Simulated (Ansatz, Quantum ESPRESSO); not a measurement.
# CaHI (P4/nmm): modes at Γ and the response to a field, part 2 of 3

Wanted: the vibrations of CaHI (P4/nmm) at Γ, by two programs.

Quantum ESPRESSO 7.5; DFT PBEsol, scalar-relativistic, plane waves, PseudoDojo norm-conserving pseudopotentials.

So far. Step 2 (A probe with smearing): A gap of 3.2 eV opens on this mesh, so the crystal is taken as an insulator; the start stands at -2.8 GPa. Step 4 (Ground state): The cell stands at -0.053 GPa, close enough for phonons. The relaxed cell has a = 3.970, c = 8.746 Å (conventional setting).

## 5. Zone-centre response

At q = 0 one unit cell holds all displacements; symmetry groups them into irreducible representations that are solved one by one. The response to a field gives ε∞ and the Born charges, which polar modes need.

Contents of ph.in:

```
phonons
&INPUTPH
  prefix = 'x'
  outdir = './tmp'
  fildyn = 'g.dyn'
  tr2_ph = 1.0d-18
  epsil  = .true.
/
0.000000000 0.000000000 0.000000000
```

Run with:

```console
$ OMP_NUM_THREADS=1 mpirun -n 8 ph.x -nk 8 -in ph.in > ph.out
```

Log:

```text
[banners, grids, parts of the stress and lines that vanish by symmetry left out]
[banner, memory and clock lines left out]
Program PHONON v.7.5

     ./tmp/x.save/

     IMPORTANT: XC functional enforced from input :
     Exchange-correlation= PBESOL
                           (   1   4  10   8   0   0   0)
     Any further DFT definition will be discarded
     Please, verify this is what you really want

     G-vector sticks info

     Reading collected, re-writing distributed wavefunctions in ./tmp/

     Number and degeneracy of irreps per q-point
       N         xq(1)         xq(2)         xq(3)   N irreps
       1   0.000000000   0.000000000   0.000000000      12
        1   1   1   2   2   2   1   1   1   2   2   2

     Calculation of q =    0.0000000   0.0000000   0.0000000

     phonons

     bravais-lattice index     =            0
     lattice parameter (alat)  =       7.5020  a.u.
     unit-cell volume          =     930.1123 (a.u.)^3
     number of atoms/cell      =            6
     number of atomic types    =            3
     kinetic-energy cut-off    =      64.0000  Ry
     charge density cut-off    =     256.0000  Ry
     convergence threshold     =      1.0E-18
     beta                      =       0.7000
     number of iterations used =            4
     Exchange-correlation= PBESOL
                           (   1   4  10   8   0   0   0)

     celldm(1)=    7.50196  celldm(2)=    0.00000  celldm(3)=    0.00000
     celldm(4)=    0.00000  celldm(5)=    0.00000  celldm(6)=    0.00000

     crystal axes: (cart. coord. in units of alat)
               a(1) = (  1.0000  0.0000  0.0000 )
               a(2) = (  0.0000  1.0000  0.0000 )
               a(3) = (  0.0000  0.0000  2.2030 )

     reciprocal axes: (cart. coord. in units 2 pi/alat)
               b(1) = (  1.0000  0.0000  0.0000 )
               b(2) = (  0.0000  1.0000  0.0000 )
               b(3) = (  0.0000  0.0000  0.4539 )

     Atoms inside the unit cell:

     Cartesian axes

     site n.  atom      mass           positions (alat units)
        1  Ca     40.0780   tau(    1) = (    0.00000    0.50000    0.29995  )
        2  Ca     40.0780   tau(    2) = (    0.50000    0.00000    1.90303  )
        3  H       1.0080   tau(    3) = (    0.00000    0.00000    0.00000  )
        4  H       1.0080   tau(    4) = (    0.50000    0.50000    0.00000  )
        5  I     126.9045   tau(    5) = (    0.00000    0.50000    1.51231  )
        6  I     126.9045   tau(    6) = (    0.50000    0.00000    0.69068  )

     Computing dynamical matrix for
                    q = (   0.0000000   0.0000000   0.0000000 )

     17 Sym.Ops. (with q -> -q+G )

     G cutoff =  364.9465  (  64229 G-vectors)     FFT grid: ( 40, 40, 90)
     number of k points=    20
                       cart. coord. in units 2pi/alat
        k(    1) = (   0.0000000   0.0000000   0.0000000), wk =   0.0277778
        k(    2) = (   0.0000000   0.0000000  -0.2269645), wk =   0.0277778
        k(    3) = (   0.0000000   0.1666667   0.0000000), wk =   0.1111111
        [... further k-points left out ...]

     PseudoPot. # 1 for Ca read from file:
     ./pseudo/Ca.upf
     Pseudo is Norm-conserving + core correction, Zval = 10.0

     PseudoPot. # 2 for H  read from file:
     ./pseudo/H.upf
     Pseudo is Norm-conserving, Zval =  1.0

     PseudoPot. # 3 for I  read from file:
     ./pseudo/I.upf
     Pseudo is Norm-conserving + core correction, Zval =  7.0

     Mode symmetry, D_4h(4/mmm) point group:

     Electric field:
     Dielectric constant
     Born effective charges as d Force / d E

     Atomic displacements:
     There are   12 irreducible representations

     Representation     1      1 modes -  To be done

     Representation     2      1 modes -  To be done

     Representation     3      1 modes -  To be done

     Representation     4      2 modes -  To be done

[...]
Representation    11      2 modes -  To be done

     Representation    12      2 modes -  To be done

     Alpha used in Ewald sum =   2.4000

     Electric Fields Calculation

      thresh= 1.000E-02 alpha_mix =  0.700 |ddv_scf|^2 =  7.803E-07

      [... iterations left out ...]
      thresh= 2.025E-10 alpha_mix =  0.700 |ddv_scf|^2 =  9.807E-19

     End of electric fields calculation

          Dielectric constant in cartesian axis

          (       4.773176125       0.000000000       0.000000000 )
          (       0.000000000       4.773176125       0.000000000 )
          (       0.000000000       0.000000000       4.517560537 )

          Effective charges (d Force / dE) in cartesian axis without acoustic sum rule applied (asr)

           atom    1  Ca    Mean Z*:        2.14196
      Ex  (        2.30445        0.00000        0.00000 )
      Ey  (        0.00000        2.30445        0.00000 )
      Ez  (        0.00000        0.00000        1.81697 )
           atom    2  Ca    Mean Z*:        2.14196
      Ex  (        2.30445        0.00000        0.00000 )
      Ey  (        0.00000        2.30445        0.00000 )
      Ez  (        0.00000        0.00000        1.81697 )
           atom    3  H     Mean Z*:       -0.94999
      Ex  (       -0.97963        0.00000        0.00000 )
      Ey  (        0.00000       -0.97963        0.00000 )
      Ez  (        0.00000        0.00000       -0.89072 )
           atom    4  H     Mean Z*:       -0.94999
      Ex  (       -0.97963        0.00000        0.00000 )
      Ey  (        0.00000       -0.97963        0.00000 )
      Ez  (        0.00000        0.00000       -0.89072 )
           atom    5  I     Mean Z*:       -1.21434
      Ex  (       -1.35090        0.00000        0.00000 )
      Ey  (        0.00000       -1.35090        0.00000 )
      Ez  (        0.00000        0.00000       -0.94123 )
           atom    6  I     Mean Z*:       -1.21434
      Ex  (       -1.35090        0.00000        0.00000 )
      Ey  (        0.00000       -1.35090        0.00000 )
      Ez  (        0.00000        0.00000       -0.94123 )

          Effective charges Sum: Mean:       -0.04475
             -0.05215        0.00000        0.00000
              0.00000       -0.05215        0.00000
              0.00000        0.00000       -0.02995

          Effective charges (d Force / dE) in cartesian axis with asr applied:
           atom    1  Ca    Mean Z*:        2.14942
      E*x (        2.31314        0.00000        0.00000 )
      E*y (        0.00000        2.31314        0.00000 )
      E*z (        0.00000        0.00000        1.82196 )
           atom    2  Ca    Mean Z*:        2.14942
      E*x (        2.31314        0.00000        0.00000 )
      E*y (        0.00000        2.31314        0.00000 )
      E*z (        0.00000        0.00000        1.82196 )
           atom    3  H     Mean Z*:       -0.94253
      E*x (       -0.97094        0.00000        0.00000 )
      E*y (        0.00000       -0.97094        0.00000 )
      E*z (        0.00000        0.00000       -0.88573 )
           atom    4  H     Mean Z*:       -0.94253
      E*x (       -0.97094        0.00000        0.00000 )
      E*y (        0.00000       -0.97094        0.00000 )
      E*z (        0.00000        0.00000       -0.88573 )
           atom    5  I     Mean Z*:       -1.20688
[...]
atom    6  I     Mean Z*:       -1.20688
[...]
Representation #   1 mode #   1

     Self-consistent Calculation

      thresh= 1.000E-02 alpha_mix =  0.700 |ddv_scf|^2 =  1.634E-05

      [... iterations left out ...]
      thresh= 2.972E-10 alpha_mix =  0.700 |ddv_scf|^2 =  2.069E-19

     End of self-consistent calculation

     Convergence has been achieved

     Representation #   2 mode #   2

     Self-consistent Calculation

[...]
[... iterations left out ...]
[...]
End of self-consistent calculation

     Convergence has been achieved

     Representation #   3 mode #   3

     Self-consistent Calculation

[...]
[... iterations left out ...]
[...]
End of self-consistent calculation

     Convergence has been achieved

     Representation #   4 modes #   4   5

     Self-consistent Calculation

[...]
End of self-consistent calculation

     Convergence has been achieved

     Representation #   5 modes #   6   7

[...]
Convergence has been achieved

     Representation #   6 modes #   8   9

[...]
Convergence has been achieved

     Representation #   7 mode #  10

[...]
Convergence has been achieved

     Representation #   8 mode #  11

[...]
Convergence has been achieved

     Representation #   9 mode #  12

[...]
Convergence has been achieved

     Representation #  10 modes #  13  14

[...]
Convergence has been achieved

     Representation #  11 modes #  15  16

     Self-consistent Calculation

[...]
[... iterations left out ...]
[...]
End of self-consistent calculation

     Convergence has been achieved

     Representation #  12 modes #  17  18

     Self-consistent Calculation

      thresh= 1.000E-02 alpha_mix =  0.700 |ddv_scf|^2 =  4.045E-07

      [... iterations left out ...]
      thresh= 6.772E-10 alpha_mix =  0.700 |ddv_scf|^2 =  5.526E-19

     End of self-consistent calculation

     Convergence has been achieved

     Number of q in the star =    1
     List of q in the star:
          1   0.000000000   0.000000000   0.000000000

          Dielectric constant in cartesian axis

          (       4.773176125       0.000000000       0.000000000 )
          (       0.000000000       4.773176125       0.000000000 )
          (       0.000000000       0.000000000       4.517560537 )

          Effective charges (d Force / dE) in cartesian axis without acoustic sum rule applied (asr)

           atom    1  Ca    Mean Z*:        2.14196
      Ex  (        2.30445        0.00000        0.00000 )
      Ey  (        0.00000        2.30445        0.00000 )
      Ez  (        0.00000        0.00000        1.81697 )
           atom    2  Ca    Mean Z*:        2.14196
      Ex  (        2.30445        0.00000        0.00000 )
      Ey  (        0.00000        2.30445        0.00000 )
      Ez  (        0.00000        0.00000        1.81697 )
           atom    3  H     Mean Z*:       -0.94999
      Ex  (       -0.97963        0.00000        0.00000 )
      Ey  (        0.00000       -0.97963        0.00000 )
      Ez  (        0.00000        0.00000       -0.89072 )
           atom    4  H     Mean Z*:       -0.94999
      Ex  (       -0.97963        0.00000        0.00000 )
      Ey  (        0.00000       -0.97963        0.00000 )
      Ez  (        0.00000        0.00000       -0.89072 )
           atom    5  I     Mean Z*:       -1.21434
      Ex  (       -1.35090        0.00000        0.00000 )
      Ey  (        0.00000       -1.35090        0.00000 )
      Ez  (        0.00000        0.00000       -0.94123 )
           atom    6  I     Mean Z*:       -1.21434
      Ex  (       -1.35090        0.00000        0.00000 )
      Ey  (        0.00000       -1.35090        0.00000 )
      Ez  (        0.00000        0.00000       -0.94123 )

          Effective charges Sum: Mean:       -0.04475
             -0.05215        0.00000        0.00000
              0.00000       -0.05215        0.00000
              0.00000        0.00000       -0.02995

          Effective charges (d Force / dE) in cartesian axis with asr applied:
           atom    1  Ca    Mean Z*:        2.14942
[...]
atom    2  Ca    Mean Z*:        2.14942
[...]
atom    3  H     Mean Z*:       -0.94253
[...]
atom    4  H     Mean Z*:       -0.94253
[...]
atom    5  I     Mean Z*:       -1.20688
      E*x (       -1.34221        0.00000        0.00000 )
      E*y (        0.00000       -1.34221        0.00000 )
      E*z (        0.00000        0.00000       -0.93624 )
           atom    6  I     Mean Z*:       -1.20688
      E*x (       -1.34221        0.00000        0.00000 )
      E*y (        0.00000       -1.34221        0.00000 )
      E*z (        0.00000        0.00000       -0.93624 )

     Diagonalizing the dynamical matrix

     q = (    0.000000000   0.000000000   0.000000000 )

 **************************************************************************
     freq (    1) =      -0.111395 [THz] =      -3.715722 [cm-1]
     freq (    2) =      -0.111395 [THz] =      -3.715722 [cm-1]
     freq (    3) =      -0.103973 [THz] =      -3.468163 [cm-1]
     freq (    4) =       1.716811 [THz] =      57.266639 [cm-1]
     freq (    5) =       1.716811 [THz] =      57.266639 [cm-1]
     freq (    6) =       2.028806 [THz] =      67.673689 [cm-1]
     freq (    7) =       3.717581 [THz] =     124.005141 [cm-1]
     freq (    8) =       3.717581 [THz] =     124.005141 [cm-1]
     freq (    9) =       4.074111 [THz] =     135.897720 [cm-1]
     freq (   10) =       5.401588 [THz] =     180.177589 [cm-1]
     freq (   11) =       5.401588 [THz] =     180.177589 [cm-1]
     freq (   12) =       6.114593 [THz] =     203.960870 [cm-1]
     freq (   13) =      24.491466 [THz] =     816.947361 [cm-1]
     freq (   14) =      24.491466 [THz] =     816.947361 [cm-1]
     freq (   15) =      25.830294 [THz] =     861.605866 [cm-1]
     freq (   16) =      27.327309 [THz] =     911.540906 [cm-1]
     freq (   17) =      27.327309 [THz] =     911.540906 [cm-1]
     freq (   18) =      28.540952 [THz] =     952.023692 [cm-1]
 **************************************************************************

     Mode symmetry, D_4h(4/mmm) point group:

     freq (   1-   2) =         -3.7  [cm-1]   --> E_u  X_5' M_5'  I
     freq (   3-   3) =         -3.5  [cm-1]   --> A_2u X_4' M_4'  I
     freq (   4-   5) =         57.3  [cm-1]   --> E_g  X_5  M_5   R
     freq (   6-   6) =         67.7  [cm-1]   --> A_1g X_1  M_1   R
     freq (   7-   8) =        124.0  [cm-1]   --> E_u  X_5' M_5'  I
     freq (   9-   9) =        135.9  [cm-1]   --> A_2u X_4' M_4'  I
     freq (  10-  11) =        180.2  [cm-1]   --> E_g  X_5  M_5   R
     freq (  12-  12) =        204.0  [cm-1]   --> A_1g X_1  M_1   R
     freq (  13-  14) =        816.9  [cm-1]   --> E_u  X_5' M_5'  I
     freq (  15-  15) =        861.6  [cm-1]   --> B_1g X_2  M_2   R
     freq (  16-  17) =        911.5  [cm-1]   --> E_g  X_5  M_5   R
     freq (  18-  18) =        952.0  [cm-1]   --> A_2u X_4' M_4'  I
```

Elapsed: 11 min, on 8 MPI ranks of Arm Neoverse V1, shared host; 90 min of CPU time.

This step gave:

* miss of the charge sum rule: 0.05216 e
* largest acoustic frequency at the zone centre before the sum rule: -3.72 cm⁻¹
* highest optical zone-centre mode (no LO-TO term): 952.0 cm⁻¹
* lowest optical zone-centre mode: 57.27 cm⁻¹
* mean high-frequency dielectric constant: 4.688
* largest Born charge in size (third of the trace): 2.142 e

Born charge (rows field, columns displacement), before the sum rule (e), principal values of the symmetric part by kind of site:

```tsv
atom	atoms with these values	low	middle	high	mean
Ca1	2	1.82	2.30	2.30	2.14
H3	2	-0.98	-0.98	-0.89	-0.95
I5	2	-1.35	-1.35	-0.94	-1.21
```

In full for Ca1:

```
2.30 0.00 0.00
0.00 2.30 0.00
0.00 0.00 1.82
```

High-frequency dielectric tensor:

```
4.77 0.00 0.00
0.00 4.77 0.00
0.00 0.00 4.52
```

The acoustic modes at Γ come out as far as 3.7 cm⁻¹ from zero, where they should vanish, a small numerical error; the Born charges miss their sum rule by 0.052 e, too much: mesh or cutoff is short for the field response.

## 6. Zone-centre analysis

A rigid shift of the crystal must cost nothing, but grids and finite bases break this; the acoustic sum rule is imposed before the matrix is diagonalised again. With Born charges the intensities follow, and the static dielectric tensor.

Contents of dynmat.in:

```
&INPUT
  fildyn = 'g.dyn'
  asr    = 'simple'
  fileig = 'dynmat.eig'
  lperm  = .true.
/
```

Run with:

```console
$ dynmat.x -in dynmat.in > dynmat.out
```

Log:

```text
[banner, memory and clock lines left out]
Program DYNMAT v.7.5

     Reading Dynamical Matrix from file g.dyn
     ...Force constants read
     ...epsilon and Z* read
     A direction for q was not specified:TO-LO splitting will be absent

     Polarizability (A^3 units)
     multiply by 0.448567 for Clausius-Mossotti correction
        41.384337    0.000000    0.000000
         0.000000   41.384337    0.000000
         0.000000    0.000000   38.580736

     IR activities are in (D/A)^2/amu units

# mode   [cm-1]    [THz]      IR
    1     -0.00   -0.0000    0.0000
    2      0.00    0.0000    0.0000
    3      0.00    0.0000    0.0000
    4     57.28    1.7171    0.0000
    5     57.28    1.7171    0.0000
    6     67.68    2.0291    0.0000
    7    124.14    3.7215    3.1301
    8    124.14    3.7215    3.1301
    9    135.97    4.0762    1.9182
   10    180.22    5.4029    0.0000
   11    180.22    5.4029    0.0000
   12    203.97    6.1148    0.0000
   13    817.97   24.5220   46.8392
   14    817.97   24.5220   46.8392
   15    862.60   25.8600    0.0000
   16    912.47   27.3552    0.0000
   17    912.47   27.3552    0.0000
   18    952.91   28.5674   38.1342

Electronic dielectric permittivity tensor (relative, adimensional)
         4.773176    0.000000    0.000000
         0.000000    4.773176    0.000000
         0.000000    0.000000    4.517561

 ... with zone-center polar mode contributions
         8.999606    0.000000   -0.000000
         0.000000    8.999606   -0.000000
        -0.000000   -0.000000    6.772985

[end of the log left out, with the tail of the file of modes that dynmat.x writes under the same name]
```

It took 0.46 s on 1 thread.

Numbers from this step:

| Property | Result |
| --- | --- |
| highest optical zone-centre mode (no LO-TO term) | 952.9 cm⁻¹ |
| lowest optical zone-centre mode | 57.28 cm⁻¹ |
| mean static dielectric constant | 8.257 |

Unit eigenvectors of the mass-weighted matrix after the sum rule; no LO-TO term. Modes at Γ, with each element's share of the kinetic energy:

```tsv
mode	frequency (cm⁻¹)	symmetry	Ca %	H %	I %
1	0.0	acoustic	24	1	76
2	0.0	acoustic	24	1	76
3	0.0	acoustic	24	1	76
4	57.3	Eg	3	0	97
5	57.3	Eg	3	0	97
6	67.7	A1g	7	0	93
7	124.1	Eu	74	1	24
8	124.1	Eu	74	1	24
9	136.0	A2u	75	1	24
10	180.2	Eg	96	0	3
11	180.2	Eg	96	0	3
12	204.0	A1g	93	0	7
13	818.0	Eu	2	98	0
14	818.0	Eu	2	98	0
15	862.6	B1g	0	100	0
16	912.5	Eg	0	100	0
17	912.5	Eg	0	100	0
18	952.9	A2u	2	98	0
```

Displacements in mode 4 (57.3 cm⁻¹), the largest set to 1:
```
Ca1 -0.14 -0.34  0.00
Ca2  0.14  0.34  0.00
H3   0.01 -0.02  0.00
H4  -0.01  0.02  0.00
I5   0.42  1.00  0.00
I6  -0.42 -1.00  0.00
```

Displacements in mode 15 (862.6 cm⁻¹), the largest set to 1:
```
Ca1  0.00  0.00  0.00
Ca2  0.00  0.00  0.00
H3   0.00  0.00  1.00
H4   0.00  0.00 -1.00
I5   0.00  0.00  0.00
I6   0.00  0.00  0.00
```

Degenerate modes summed, no LO-TO term. Lines of the infrared spectrum (strongest = 100):

```tsv
position (cm⁻¹)	lines merged	label	IR intensity, relative
57	2	Eg	0.0
68	1	A1g	0.0
124	2	Eu	6.7
136	1	A2u	2.0
180	2	Eg	0.0
204	1	A1g	0.0
818	2	Eu	100
863	1	B1g	0.0
912	2	Eg	0.0
953	1	A2u	41
```

Static dielectric tensor (ions relaxed, fixed cell):

```
9.00 0.00 0.00
0.00 9.00 0.00
0.00 0.00 6.77
```

The rule also moves an optical mode by 1.0 cm⁻¹.

## 7. Sum rules set otherwise: a sum rule for molecules or wires on a crystal

This rule also removes rotations, which suits molecules and not a crystal; it is tried to see the harm.

Contents of dynmat.in:

```
&INPUT
  fildyn = 'g.dyn'
  asr    = 'zero-dim'
  fileig = 'dynmat.eig'
  lperm  = .true.
/
```

Run with:

```console
$ dynmat.x -in dynmat.in > dynmat.out
```

Log:

```text
[banner, memory and clock lines left out]
Program DYNMAT v.7.5

     Reading Dynamical Matrix from file g.dyn
     ...Force constants read
     ...epsilon and Z* read
     Acoustic Sum Rule: || Z*(ASR) - Z*(orig)|| =    1.604537E+00
     Acoustic Sum Rule: ||dyn(ASR) - dyn(orig)||=    1.541726E-01
     A direction for q was not specified:TO-LO splitting will be absent

     Polarizability (A^3 units)
     multiply by 0.448567 for Clausius-Mossotti correction
        41.384337    0.000000    0.000000
         0.000000   41.384337    0.000000
         0.000000    0.000000   38.580736

     IR activities are in (D/A)^2/amu units

# mode   [cm-1]    [THz]      IR
    1     -0.00   -0.0000    0.0000
    2     -0.00   -0.0000    0.0000
    3     -0.00   -0.0000    0.0000
    4      0.00    0.0000    0.0000
    5      0.00    0.0000    0.0000
    6      0.00    0.0000    0.0000
    7     66.47    1.9926    0.0001
    8     95.25    2.8554    0.0325
    9    127.63    3.8264    3.5850
   10    130.80    3.9213    3.8613
   11    135.95    4.0757    1.9174
   12    197.52    5.9216    0.1194
   13    441.61   13.2390    7.7673
   14    633.01   18.9771   15.8303
   15    856.25   25.6698    8.3865
   16    903.89   27.0979    0.7729
   17    916.28   27.4694    0.3458
   18    952.49   28.5549   38.1350

Electronic dielectric permittivity tensor (relative, adimensional)
         4.773176    0.000000    0.000000
         0.000000    4.773176    0.000000
         0.000000    0.000000    4.517561

 ... with zone-center polar mode contributions
         8.986502    0.000019    0.000000
         0.000019    8.986502   -0.000000
         0.000000   -0.000000    6.773306

  6) =       0.000000 [THz] =       0.000014 [cm-1]
[end of the log left out, with the tail of the file of modes that dynmat.x writes under the same name]
```

Wall time 0.47 s (1 thread).

The run ended normally, but on settings that are not sound.

The fault: a sum rule for molecules or wires on a crystal; 3 optical modes are projected out to zero frequency, as if they were rotations.

For a crystal the rule has to be 'simple' or 'crystal'.

Zone-centre frequencies as printed; negative means imaginary. Modes:

```tsv
mode	frequency (cm⁻¹)
1	0
2	0
3	0
4	0
5	0
6	0
7	66.47
8	95.25
9	127.6
10	130.8
11	135.9
12	197.5
13	441.6
14	633
15	856.2
16	903.9
17	916.3
18	952.5
```

[end of part 2 of 3]

[Host names and launcher messages were left out of these logs when they were recorded.]

[Logs are printed without paths, hosts, clocks, repeated set-up lines and the standing remarks that a program may print on its own settings, such as how far it seeks lower states.]

[Hosts, paths, dates, database ids (printed as entryN), source tags and the programs' standing remarks are cut or masked in the printed files.]
